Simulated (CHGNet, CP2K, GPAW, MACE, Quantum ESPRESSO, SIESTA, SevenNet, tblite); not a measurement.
# Running amorphous carbon (111 atoms) with SIESTA

Aim: run amorphous carbon (111 atoms) in SIESTA and see how near its forces come to a plane-wave reference, and at what cost.

Program: SIESTA 5.4.2. Level of theory: the method is named at each step. Results are calculated unless marked as measured.

**1. Set-up**

The cell holds 111 atoms: 111 C. Cell: a = 8.867 Å, b = 8.867 Å, c = 8.867 Å, α = 90.0°, β = 90.0°, γ = 90.0°. 111 atoms (111 C) placed at random at 3.18 g/cm³, melted at 6000 K for 10 ps at fixed volume with the Tersoff potential (Tersoff, Phys. Rev. B 39, 5566 (1989)). Quenched from 6000 K to 300 K at 100 K/ps and fixed volume, annealed at 1500 K for 20 ps, held 5 ps. Then every atom was moved at random, 0.02 Å r.m.s. a Cartesian component.

The yardstick, on the same geometry:

| Property | Result |
| --- | --- |
| method | Kohn-Sham DFT, PBE, SSSP efficiency 1.3.0 pseudopotentials, plane waves (Quantum ESPRESSO 7.5); sssp-pbe-1.3.0-efficiency, cutoffs 45/360 Ry, Γ point |
| r.m.s. force component | 1.672 eV/Å |
| longest force | 8.692 eV/Å |
| pressure | 19.11 GPa |
| time | 68 s on 4 MPI ranks of Arm Neoverse V1, shared host |
| CPU time | 4.6 min |

**2. PBE, DZP, shift 0.01 Ry, mesh 300 Ry**

Method: Kohn-Sham DFT, PBE, PseudoDojo 0.4.1 norm-conserving pseudopotentials (converted to PSML), numerical atomic orbitals (DZP), diagonalisation.

The .psml files are PseudoDojo norm-conserving potentials that we converted to this format, checked against plane waves on the same files for H, C, O, Si, Ge and Ca alone.

input.fdf reads:

```
SystemLabel cell
NumberOfAtoms 111
NumberOfSpecies 1
%block ChemicalSpeciesLabel
  1 6 C
%endblock ChemicalSpeciesLabel
LatticeConstant 1.0 Ang
%block LatticeVectors
  8.86660 0.00000 0.00000
  0.00000 8.86660 0.00000
  0.00000 0.00000 8.86660
%endblock LatticeVectors
PAO.BasisSize DZP
PAO.EnergyShift 0.01 Ry
XC.Functional GGA
XC.Authors PBE
MeshCutoff 300 Ry
%block kgrid_Monkhorst_Pack
  1 0 0 0.0
  0 1 0 0.0
  0 0 1 0.0
%endblock kgrid_Monkhorst_Pack
SolutionMethod diagon
OccupationFunction FD
ElectronicTemperature 580 K
SCF.Mixer.Method Pulay
SCF.Mixer.Weight 0.05
SCF.Mixer.History 8
SCF.Mix Hamiltonian
MaxSCFIterations 300
SCF.DM.Tolerance 1e-04
SCF.H.Tolerance 1.0e-3 eV
WriteForces T
Write.HirshfeldPop T
Write.VoronoiPop T
Write.DM F
Write.H F
XML.Write F
AtomicCoordinatesFormat Fractional
%block AtomicCoordinatesAndAtomicSpecies
  0.79519 0.42442 0.37286 1
  0.91154 0.67456 0.32553 1
  0.55332 0.94639 0.31716 1
  0.73293 0.13061 0.19204 1
  0.15947 0.44568 0.25878 1
  0.06569 0.15367 0.61431 1
  0.93737 0.94606 0.71748 1
  0.23649 0.60628 0.01602 1
  0.14639 0.06875 0.86577 1
  0.74492 0.44251 0.89946 1
  0.60921 0.10333 0.31034 1
  0.48252 0.45476 0.42170 1
  0.63669 0.36339 0.41817 1
  0.81254 0.94990 0.96967 1
  0.43720 0.39457 0.93245 1
  0.04966 0.06491 0.00982 1
  0.94595 0.36509 0.46653 1
  0.91656 0.22369 0.54259 1
  0.50756 0.29600 0.82496 1
  0.51900 0.47945 0.15214 1
  0.18043 0.76939 0.53621 1
  0.75520 0.98325 0.50904 1
  0.44337 0.09814 0.04731 1
  0.16365 0.56021 0.85738 1
  0.77196 0.42299 0.72330 1
  0.80126 0.78201 0.92250 1
  0.13417 0.06066 0.31853 1
  0.65078 0.04587 0.64704 1
  0.83942 0.11363 0.44675 1
  0.33587 0.83742 0.51079 1
  0.59281 0.87851 0.15817 1
  0.00999 0.79785 0.75960 1
  0.95413 0.71649 0.88772 1
  0.48810 0.31592 0.66576 1
  0.34790 0.65064 0.27871 1
  0.22159 0.22125 0.59594 1
  0.69034 0.75216 0.18498 1
  0.92457 0.94252 0.22214 1
  0.71544 0.77506 0.78266 1
  0.79315 0.75111 0.64111 1
  0.41587 0.72647 0.81207 1
  0.49216 0.56424 0.28890 1
  0.65891 0.88177 0.42256 1
  0.58014 0.08106 0.98434 1
  0.23118 0.36119 0.50488 1
  0.37358 0.97187 0.60855 1
  0.03866 0.84932 0.47144 1
  0.51685 0.47638 0.60182 1
  0.72614 0.29928 0.97136 1
  0.92356 0.49078 0.72159 1
  0.59971 0.19761 0.43504 1
  0.50221 0.54485 0.00173 1
  0.38385 0.91908 0.35900 1
  0.16076 0.77799 0.70289 1
  0.98643 0.55072 0.85870 1
  0.33327 0.10806 0.54009 1
[... 51 atom lines left out ...]
  0.65819 0.56671 0.96926 1
  0.55547 0.32810 0.16608 1
  0.55532 0.81961 0.77613 1
  0.81551 0.39480 0.21197 1
%endblock AtomicCoordinatesAndAtomicSpecies
```

Run with:

```console
OMP_NUM_THREADS=1 mpirun -np 2 siesta < input.fdf > output.txt
```

Log:

```text
Version         : 5.4.2
reinit: System Name:
reinit: System Label: cell
initatom: Reading input for the pseudopotentials and atomic orbitals ----------
Species number:   1 Atomic number:    6 Label: C
Ground state valence configuration (from tables):   2s02  2p02  3d00  4f00
---- Processing specs for species: C
GGA--PBE XC_GGA_X_PBE--XC_GGA_C_PBE pb
C pseudopotential only contains V_ls up to l=1 -- lmxkb reset.
Using PAO.SplitTailNorm
%block ChemicalSpeciesLabel
    1    6 C                       # Species index, atomic number, species label
%endblock ChemicalSpeciesLabel
%block PAO.Basis                 # Define Basis set
C                     2                    # Species label, number of l-shells
 n=2   0   2                         # n, l, Nzeta
   4.484      3.048
   1.000      1.000
 n=2   1   2 P   1                   # n, l, Nzeta, Polarization, NzetaPol
   5.436      3.692
   1.000      1.000
%endblock PAO.Basis
coor:   Atomic-coordinates input format  =     Fractional
siesta: System type = bulk
initatomlists: Number of atoms, orbitals, and projectors:    111  1443   888
siesta: ******************** Simulation parameters ****************************
Total number of electrons:   444.000000
Total ionic charge:   444.000000
 Kpoints in:            1 . Kpoints trimmed:            1
siesta: k-grid: Number of k-points = 1
siesta: k-points from Monkhorst-Pack grid
siesta: k-cutoff (effective) =     4.433 Ang
siesta: k-point supercell and displacements
siesta: k-grid:     1     0     0      0.000
siesta: k-grid:     0     1     0      0.000
siesta: k-grid:     0     0     1      0.000
                     ====================================
                        Single-point calculation
                     ====================================
outcell: Unit cell vectors (Ang):
        8.866600    0.000000    0.000000
        0.000000    8.866600    0.000000
        0.000000    0.000000    8.866600
outcell: Cell vector modules (Ang)   :    8.866600    8.866600    8.866600
outcell: Cell angles (23,13,12) (deg):     90.0000     90.0000     90.0000
outcell: Cell volume (Ang**3)        :    697.0619
Gamma-point calculation with multiply-connected orbital pairs
Gamma-point calculation with multiply-connected orbital pairs
Folding of H and S implicitly performed
Folding of H and S implicitly performed
new_DM -- step:     1
Initializing Density Matrix...
Attempting to read DM from file... Failed...
DM filled with atomic data:
InitMesh: MESH = 96 x 96 x 96 = 884736
InitMesh: Mesh cutoff (required, used) =   300.000   323.989 Ry
stepf: Fermi-Dirac step function
        iscf     Eharris(eV)        E_KS(eV)     FreeEng(eV)     dDmax    Ef(eV) dHmax(eV)
   scf:    1   -17736.673984   -18050.691850   -18050.830924  1.840444 -4.941208  7.379709
   scf:    2   -18058.059698   -18054.958490   -18055.080461  0.071319 -4.866022  3.749164
   scf:    3   -18059.760084   -18057.644857   -18057.762918  0.052273 -4.784493  2.966219
   scf:    4   -18061.516739   -18060.009022   -18060.135875  0.069375 -4.644681  1.543656
   scf:    5   -18061.779448   -18061.062446   -18061.189409  0.026353 -4.521583  1.606999
   scf:    6   -18061.722002   -18061.488439   -18061.615113  0.022461 -4.422608  0.834114
   scf:    7   -18061.848979   -18061.689435   -18061.815070  0.012270 -4.360656  0.529870
   scf:    8   -18061.864447   -18061.791687   -18061.918105  0.008080 -4.322131  0.247424
   scf:    9   -18061.832035   -18061.814431   -18061.941541  0.004721 -4.305946  0.149363
   scf:   10   -18061.830885   -18061.824285   -18061.951994  0.003852 -4.298823  0.056279
   scf:   11   -18061.827740   -18061.826168   -18061.953938  0.000957 -4.296964  0.033816
   scf:   12   -18061.828511   -18061.827447   -18061.955099  0.000968 -4.296100  0.020974
[...]
scf:   16   -18061.828605   -18061.828582   -18061.955991  0.000132 -4.294592  0.006309
   scf:   17   -18061.828606   -18061.828596   -18061.956021  0.000194 -4.294956  0.003445
   scf:   18   -18061.828564   -18061.828581   -18061.956034  0.000156 -4.295468  0.001619
   scf:   19   -18061.828581   -18061.828581   -18061.956036  0.000027 -4.295549  0.001318
   scf:   20   -18061.828587   -18061.828584   -18061.956038  0.000081 -4.295744  0.000620
SCF Convergence by DM+H criterion
max |DM_out - DM_in|         :     0.0000812798
max |H_out - H_in|      (eV) :     0.0006201130
SCF cycle converged after 20 iterations
Using DM_out to compute the final energy and forces
siesta: E_KS(eV) =           -18061.8286
siesta: E_KS - E_eggbox =    -18061.8286
siesta: Atomic forces (eV/Ang):
     1   -0.676688   -1.913976    1.548684
     2    0.442106    0.313733    1.511067
     3   -0.300210    1.367285   -1.087993
     4   -0.495582   -2.867611    1.818507
     5   -0.337368    1.720639   -0.322604
     6    0.335104    1.092703   -0.266111
     7    1.257541   -1.528638    1.538284
     8   -2.295564   -1.423035   -0.170088
     9   -0.485690    2.826971    2.003674
    10    0.519047   -1.405847   -1.027638
    11   -0.711576    0.180067   -0.436736
    12    1.943402   -1.158806    0.344016
[...]
107    0.971575   -1.073249   -0.739161
   108    1.448810   -0.074411   -0.695538
   109    1.956571   -0.920428    0.013504
   110   -0.696938    1.350358   -1.305575
   111    1.113545    0.757732   -1.845734
----------------------------------------
   Tot   -0.003480   -0.003571   -0.000656
----------------------------------------
   Max    8.097642
   Res    1.759373    sqrt( Sum f_i^2 / 3N )
----------------------------------------
   Max    8.097642    constrained
Stress tensor Voigt[x,y,z,yz,xz,xy] (kbar):     -266.77     -309.63     -238.19       93.70      -67.35       -3.21
(Free)E + p*V (eV/cell)   -17943.8200
Target enthalpy (eV/cell)   -18061.9560
siesta: Program's energy decomposition (eV):
siesta: Ebs     =     -6197.792583
siesta: Eions   =     31319.950705
siesta: Ena     =      8199.800998
siesta: Ekin    =     12572.097921
siesta: Enl     =      -641.241855
siesta: DEna    =      -394.013427
siesta: DUscf   =        29.333216
siesta: Ex      =     -5914.502058
siesta: Ec      =      -593.352674
siesta: Exc     =     -6507.854732
siesta: Eharris =    -18061.828587
siesta: Etot    =    -18061.828584
siesta: FreeEng =    -18061.956038
siesta: Final energy (eV):
siesta:  Band Struct. =   -6197.792583
siesta:       Kinetic =   12572.097921
siesta:       Hartree =    2417.565532
siesta:         Exch. =   -5914.502058
siesta:         Corr. =    -593.352674
siesta:   Exch.-corr. =   -6507.854732
siesta:  Ion-electron =  -16464.802096
siesta:       Ion-ion =  -10078.835209
siesta:         Total =  -18061.828584
siesta:         Fermi =      -4.295744
siesta: Stress tensor (static) (eV/Ang**3):
siesta:    -0.166507   -0.002002   -0.042038
siesta:    -0.002002   -0.193255    0.058483
siesta:    -0.042038    0.058483   -0.148669
siesta: Cell volume =        697.061906 Ang**3
siesta: Pressure (static):
siesta:                Solid            Molecule  Units
siesta:           0.00184584          0.00222314  Ry/Bohr**3
siesta:           0.16947707          0.20411950  eV/Ang**3
siesta:         271.53220811        327.03550011  kBar
    Orbital volume contribution        =          42.146953 eV
    (Free)E + p_basis*V_orbitals       =      -18019.809086 eV
    (Free)Eharris+ p_basis*V_orbitals  =      -18019.809088 eV
Hirshfeld Atomic Populations:
Atom #   charge [q] valence [e]  Species
     1    -0.000740    4.000740  C
     2    -0.037638    4.037638  C
     3    -0.003888    4.003888  C
     4     0.018754    3.981246  C
     5     0.023824    3.976176  C
     6    -0.014109    4.014109  C
     7    -0.018202    4.018202  C
     8     0.028584    3.971416  C
     9     0.013770    3.986230  C
    10     0.029927    3.970073  C
    11     0.002906    3.997094  C
    12     0.012240    3.987760  C
[...]
--------------------
 Total    -0.000024
Voronoi Atomic Populations:
Atom #   charge [q] valence [e]  Species
[...]
107     0.011041    3.988959  C
   108    -0.011218    4.011218  C
   109     0.003232    3.996768  C
   110    -0.032342    4.032342  C
   111    -0.030033    4.030033  C
--------------------
 Total    -0.000024
```

Elapsed: 4.2 min, on 2 MPI ranks of Arm Neoverse V1, shared host; peak memory 1.5 GiB; 8.5 min of CPU time.

Banners, paths, timers and routine set-up lines are dropped from the logs unmarked, and long logs keep their key lines alone; longer cuts are marked.

Numbers from this run, and their distance from the reference:

- r.m.s. force component: 1.759 eV/Å
- r.m.s. difference of force components: 198.2 meV/Å
- longest difference of force vectors: 761.7 meV/Å
- force difference over r.m.s. force: 11.86 %
- slope of forces against the reference's: 1.047
- correlation of force components: 0.9946
- pressure: 27.15 GPa
- pressure difference: 8.045 GPa

This run lies far from the reference in forces at the same functional.

The surroundings of C10, picked at random, nearest first, numbered as they follow in the input and with coordinates relative to it.

```csv
atom,x,y,z,distance (Å),bonds,Hirshfeld charge (e),Fx,Fy,Fz (eV/Å)
C10,0.00,0.00,0.00,0.00,3,0.03,0.52,-1.41,-1.03
C49,-0.17,-1.27,0.64,1.43,3,0.01,-0.05,1.16,-0.90
C108,-0.77,1.10,0.62,1.48,3,-0.01,1.45,-0.07,-0.70
C25,0.24,-0.17,-1.56,1.59,4,-0.01,0.68,-0.10,2.58
C69,1.96,0.00,0.71,2.09,3,-0.01,-2.24,-0.69,-0.21
C50,1.58,0.43,-1.58,2.28,3,0.00,1.84,-0.76,-5.18
C77,-0.98,-2.15,-0.20,2.37,4,0.00,-1.51,-1.72,2.35
C55,2.14,0.96,-0.36,2.37,4,0.00,4.63,1.07,0.74
C52,-2.15,0.91,0.91,2.51,4,-0.01,-1.30,-1.95,0.58
```

Forces lie 12 % from the reference's, at 1.9 times its CPU time (on 2 against 4 cores).

**3. PBE, SZP, shift 0.01 Ry, mesh 300 Ry**

Method: Kohn-Sham DFT, PBE, PseudoDojo 0.4.1 norm-conserving pseudopotentials (converted to PSML), numerical atomic orbitals (SZP), diagonalisation.

Edit input.fdf of step 2 so:

```diff
@@ -12,3 +12,3 @@
 %endblock LatticeVectors
-PAO.BasisSize DZP
+PAO.BasisSize SZP
 PAO.EnergyShift 0.01 Ry
```

Log:

```text
Version         : 5.4.2
reinit: System Name:
reinit: System Label: cell
initatom: Reading input for the pseudopotentials and atomic orbitals ----------
Species number:   1 Atomic number:    6 Label: C
Ground state valence configuration (from tables):   2s02  2p02  3d00  4f00
---- Processing specs for species: C
GGA--PBE XC_GGA_X_PBE--XC_GGA_C_PBE pb
C pseudopotential only contains V_ls up to l=1 -- lmxkb reset.
Using PAO.SplitTailNorm
%block ChemicalSpeciesLabel
    1    6 C                       # Species index, atomic number, species label
[... lines left out ...]
stepf: Fermi-Dirac step function
        iscf     Eharris(eV)        E_KS(eV)     FreeEng(eV)     dDmax    Ef(eV) dHmax(eV)
[... lines left out ...]
SCF Convergence by DM+H criterion
[... lines left out ...]
SCF cycle converged after 20 iterations
[... lines left out ...]
   Max    9.074206
[... lines left out ...]
   Max    9.074206    constrained
Stress tensor Voigt[x,y,z,yz,xz,xy] (kbar):     -357.21     -419.38     -340.67       85.41      -43.27      -21.19
[... lines left out ...]
siesta: FreeEng =    -17985.483854
[... lines left out ...]
siesta:       Kinetic =   12004.247636
siesta:       Hartree =    2171.577521
siesta:         Exch. =   -5819.354291
siesta:         Corr. =    -600.859529
siesta:   Exch.-corr. =   -6420.213819
siesta:  Ion-electron =  -15662.128682
siesta:       Ion-ion =  -10078.835209
siesta:         Total =  -17985.352554
siesta:         Fermi =      -4.676713
siesta: Stress tensor (static) (eV/Ang**3):
siesta:    -0.222953   -0.013223   -0.027005
siesta:    -0.013223   -0.261759    0.053312
siesta:    -0.027005    0.053312   -0.212632
siesta: Cell volume =        697.061906 Ang**3
siesta: Pressure (static):
siesta:                Solid            Molecule  Units
siesta:           0.00253168          0.00302550  Ry/Bohr**3
siesta:           0.23244816          0.27778872  eV/Ang**3
siesta:         372.42300417        445.06659605  kBar
    Orbital volume contribution        =          35.383240 eV
    (Free)E + p_basis*V_orbitals       =      -17950.100615 eV
    (Free)Eharris+ p_basis*V_orbitals  =      -17950.100615 eV
Hirshfeld Atomic Populations:
Atom #   charge [q] valence [e]  Species
     1     0.002810    3.997190  C
     2    -0.037202    4.037202  C
     3    -0.003019    4.003019  C
[...]
--------------------
 Total     0.000003
Voronoi Atomic Populations:
Atom #   charge [q] valence [e]  Species
[...]
110    -0.036897    4.036897  C
   111    -0.038483    4.038483  C
--------------------
 Total     0.000003
```

It took 3.1 min on 2 MPI ranks; peak memory 1.2 GiB.

Numbers from this run, and their distance from the reference:

* r.m.s. force component: 1.932 eV/Å
* r.m.s. difference of force components: 535.3 meV/Å
* longest difference of force vectors: 1758 meV/Å
* force difference over r.m.s. force: 32.02 %
* slope of forces against the reference's: 1.117
* correlation of force components: 0.9661
* pressure: 37.24 GPa
* pressure difference: 18.13 GPa

This is a coarse setting, run to see what it loses.

Against the first run (12 %), the force difference from the reference is 32 %, at 0.73 times the CPU time, with 999 basis functions against 1443: the smaller basis costs accuracy.

**4. PBE, SZ, shift 0.01 Ry, mesh 300 Ry**

Method: Kohn-Sham DFT, PBE, PseudoDojo 0.4.1 norm-conserving pseudopotentials (converted to PSML), numerical atomic orbitals (SZ), diagonalisation.

Edit input.fdf of step 3 so:

```diff
@@ -12,3 +12,3 @@
 %endblock LatticeVectors
-PAO.BasisSize SZP
+PAO.BasisSize SZ
 PAO.EnergyShift 0.01 Ry
```

Run with:

```console
OMP_NUM_THREADS=1 siesta < input.fdf > output.txt
```

Log:

```text
Version         : 5.4.2
reinit: System Name:
reinit: System Label: cell
initatom: Reading input for the pseudopotentials and atomic orbitals ----------
Species number:   1 Atomic number:    6 Label: C
Ground state valence configuration (from tables):   2s02  2p02  3d00  4f00
---- Processing specs for species: C
GGA--PBE XC_GGA_X_PBE--XC_GGA_C_PBE pb
C pseudopotential only contains V_ls up to l=1 -- lmxkb reset.
Using PAO.SplitTailNorm
%block ChemicalSpeciesLabel
    1    6 C                       # Species index, atomic number, species label
%endblock ChemicalSpeciesLabel
%block PAO.Basis                 # Define Basis set
C                     2                    # Species label, number of l-shells
 n=2   0   1                         # n, l, Nzeta
   4.484
   1.000
[... lines left out ...]
Total number of electrons:   444.000000
[... lines left out ...]
stepf: Fermi-Dirac step function
        iscf     Eharris(eV)        E_KS(eV)     FreeEng(eV)     dDmax    Ef(eV) dHmax(eV)
[... lines left out ...]
SCF Convergence by DM+H criterion
[... lines left out ...]
SCF cycle converged after 20 iterations
[... lines left out ...]
   Max   10.394257
[... lines left out ...]
   Max   10.394257    constrained
Stress tensor Voigt[x,y,z,yz,xz,xy] (kbar):     -472.51     -557.73     -461.89       88.91      -35.08      -35.95
[... lines left out ...]
Target enthalpy (eV/cell)   -17938.2341
siesta: Program's energy decomposition (eV):
siesta: Ebs     =     -6411.846949
siesta: Eions   =     31319.950705
siesta: Ena     =      8199.800998
siesta: Ekin    =     12044.667855
siesta: Enl     =      -506.139006
siesta: DEna    =        29.552165
siesta: DUscf   =         5.896898
siesta: Ex      =     -5789.049165
siesta: Ec      =      -602.861588
siesta: Exc     =     -6391.910753
siesta: Eharris =    -17938.082542
siesta: Etot    =    -17938.082548
siesta: FreeEng =    -17938.234124
siesta: Final energy (eV):
siesta:  Band Struct. =   -6411.846949
siesta:       Kinetic =   12044.667855
siesta:       Hartree =    2051.648620
siesta:         Exch. =   -5789.049165
siesta:         Corr. =    -602.861588
siesta:   Exch.-corr. =   -6391.910753
siesta:  Ion-electron =  -15563.653061
siesta:       Ion-ion =  -10078.835209
siesta:         Total =  -17938.082548
siesta:         Fermi =      -4.410306
siesta: Stress tensor (static) (eV/Ang**3):
siesta:    -0.294916   -0.022437   -0.021897
siesta:    -0.022436   -0.348110    0.055493
siesta:    -0.021898    0.055492   -0.288292
siesta: Cell volume =        697.061906 Ang**3
siesta: Pressure (static):
siesta:                Solid            Molecule  Units
siesta:           0.00338111          0.00394903  Ry/Bohr**3
siesta:           0.31043922          0.36258286  eV/Ang**3
siesta:         497.37847160        580.92178452  kBar
    Orbital volume contribution        =          21.569680 eV
    (Free)E + p_basis*V_orbitals       =      -17916.664444 eV
    (Free)Eharris+ p_basis*V_orbitals  =      -17916.664438 eV
Hirshfeld Atomic Populations:
Atom #   charge [q] valence [e]  Species
     1     0.012979    3.987021  C
     2    -0.038387    4.038387  C
     3     0.002338    3.997662  C
[...]
--------------------
 Total    -0.000033
Voronoi Atomic Populations:
Atom #   charge [q] valence [e]  Species
[...]
110    -0.037489    4.037489  C
   111    -0.044881    4.044881  C
--------------------
 Total    -0.000033
```

Elapsed: 86 s, on 1 thread; peak memory 0.53 GiB.

Compared with the plane-wave run:

```
r.m.s. force component                  : 2.222 eV/Å
r.m.s. difference of force components   : 856.4 meV/Å
longest difference of force vectors     : 3000 meV/Å
force difference over r.m.s. force      : 51.23 %
slope of forces against the reference's : 1.252
correlation of force components         : 0.9421
pressure                                : 49.74 GPa
pressure difference                     : 30.63 GPa
```

This is a coarse setting, run to see what it loses.

Against the first run (12 %), the force difference from the reference is 51 %, at 0.17 times the CPU time (on 1 against 2 cores), with 444 basis functions against 1443: the smaller basis costs accuracy.

[end of part 1 of 2]

[Also dropped from logs without a mark: logging warnings of Python, and SIESTA's first energy breakdown and zero terms.]

[Logs are printed without paths, hosts, clocks, repeated set-up lines and the standing remarks that a program may print on its own settings, such as how far it seeks lower states.]

[Hosts, paths, dates, database ids (printed as entryN), source tags and the programs' standing remarks are cut or masked in the printed files.]
